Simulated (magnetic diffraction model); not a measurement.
**Which magnetic order? SrVN2O8**

Space group P-1 (no. 2), a = 5.3680 Å, b = 7.0940 Å, c = 9.0140 Å, α = 108.68°, β = 101.38°, γ = 97.52°.

```csv
site,atom,x,y,z
2i,Sr,0.7620,0.2325,0.9650
2i,V,0.3303,0.1607,0.4413
2i,O,0.3806,0.0293,0.6176
2i,O,0.0455,0.9017,0.3012
2i,O,0.5223,0.3860,0.5953
2i,O,0.1766,0.4464,0.1238
2i,O,0.7289,0.0201,0.1377
2i,O,0.3690,0.2324,0.2671
2i,O,0.0087,0.2352,0.4268
2i,O,0.3564,0.5321,0.8272
2i,N,0.1527,0.9629,0.6955
2i,N,0.5807,0.5663,0.7673
```

This is a made-up structure (elements placed in a structure type, unrelaxed), so the numbers test the method and describe no known phase.

Only V is taken to order (form factors of V4+); orders and moment sizes are assumed, and not adapted to the symmetry. Radiation: neutrons of λ = 2.41 Å, 5° to 40°; isotropic B of 0.59 Å² (Sr), 0.66 Å² (V), 0.98 Å² (O) and 0.98 Å² (N). Simulated constant-wavelength pattern: nuclear and magnetic terms add, the magnetic one as |2.695 fm × Σ f S⊥ exp(2πi Q·r) exp(−B s²)|², summed over all Q at one angle with the factor 1/(sin²θ cos θ). For collinear order S is the moment m, which repeats by lattice and centring translations R with the sign exp(−2πi k·R). Free-ion form factors, Sears's scattering lengths of 1992, no absorption; a label names one of the reflections at its angle. The strongest nuclear line in the range is 100, and lines under 0.2 are left out.

Above the ordering temperature:

| 2θ (°) | index | I |
| --- | --- | --- |
| 16.78 | (0 0 1) | 1.0 |
| 21.13 | (0 1 0) | 4.9 |
| 21.83 | (0 1 -1) | 0.4 |
| 27.08 | (1 0 0) | 14.6 |
| 28.05 | (1 0 -1) | 4.4 |
| 30.80 | (1 -1 0) | 58.7 |
| 31.56 | (0 1 1) | 82.9 |
| 33.94 | (0 0 2) | 77.9 |
| 34.95 | (1 -1 1) | 1.0 |
| 35.16 | (1 1 -1) | 69.5 |
| 35.60 | (-1 1 1) | 100.0 |
| 35.62 | (1 0 1) | 0.2 |
| 37.85 | (1 0 -2) | 30.8 |
| 38.07 | (1 1 0) | 83.1 |

Below it (cell unchanged):

| 2θ (°) | I |
| --- | --- |
| 16.78 | 1.0 |
| 17.27 | 0.5 |
| 17.37 | 4.1 |
| 17.58 | 1.8 |
| 21.13 | 4.9 |
| 21.83 | 0.4 |
| 23.38 | 0.3 |
| 25.09 | 1.6 |
| 27.08 | 14.6 |
| 28.05 | 4.4 |
| 29.95 | 0.5 |
| 30.80 | 58.7 |
| 30.97 | 0.5 |
| 31.56 | 82.9 |
| 33.94 | 77.9 |
| 34.95 | 1.0 |
| 35.16 | 69.5 |
| 35.60 | 100.0 |
| 35.62 | 0.2 |
| 35.70 | 0.7 |
| 37.85 | 30.8 |
| 38.07 | 83.1 |
| 39.49 | 0.2 |

**Question.** Find the propagation vector, then choose among these models:
A. collinear moments along [001], 0.95 μB on V; signs + at (0.3303, 0.1607, 0.4413), + at (0.6697, 0.8393, 0.5587)
B. collinear moments along [111], 0.95 μB on V; signs + at (0.3303, 0.1607, 0.4413), − at (0.6697, 0.8393, 0.5587)
C. collinear moments along [001], 0.95 μB on V; signs + at (0.3303, 0.1607, 0.4413), − at (0.6697, 0.8393, 0.5587)
D. collinear moments along [111], 0.95 μB on V; signs + at (0.3303, 0.1607, 0.4413), + at (0.6697, 0.8393, 0.5587)

The new lines index as (1/2 -1/2 1/2) at 17.27°, (1/2 1/2 -1/2) at 17.37°, (-1/2 1/2 1/2) at 17.58° and (1/2 1/2 -3/2) at 25.09°, that is as H ± k with k = (1/2 1/2 1/2). Half indices mean that the moments reverse under translations with k·R a half-integer, and the magnetic cell has twice the primitive volume.

Magnetic intensity, observed (below minus above) and for each model:

| 2θ (°) | index | observed | A | B | C | D |
| --- | --- | --- | --- | --- | --- | --- |
| 17.27 | (1/2 -1/2 1/2) | 0.5 | 3.6 | 0.5 | 0.5 | 3.7 |
| 17.37 | (1/2 1/2 -1/2) | 4.1 | <0.2 | 4.1 | 4.0 | <0.2 |
| 23.38 | (1/2 1/2 1/2) | 0.3 | <0.2 | 0.3 | 2.3 | <0.2 |
| 25.09 | (1/2 1/2 -3/2) | 1.6 | <0.2 | 1.6 | 0.2 | 0.5 |
| 34.81 | (1/2 3/2 -1/2) | <0.2 | 0.8 | <0.2 | <0.2 | 0.5 |
| 35.15 | (-1/2 3/2 1/2) | <0.2 | 0.9 | <0.2 | <0.2 | 0.6 |
| 35.70 | (1/2 -3/2 3/2) | 0.7 | <0.2 | 0.7 | 0.4 | 0.2 |
| 35.86 | (1/2 3/2 -3/2) | <0.2 | 0.6 | <0.2 | <0.2 | 0.9 |

Model B matches.

The structure used: k = (1/2 1/2 1/2), collinear moments along [111], 0.95 μB on V; signs + at (0.3303, 0.1607, 0.4413), − at (0.6697, 0.8393, 0.5587).

[Logs are printed without paths, hosts, clocks, repeated set-up lines and the standing remarks that a program may print on its own settings, such as how far it seeks lower states.]
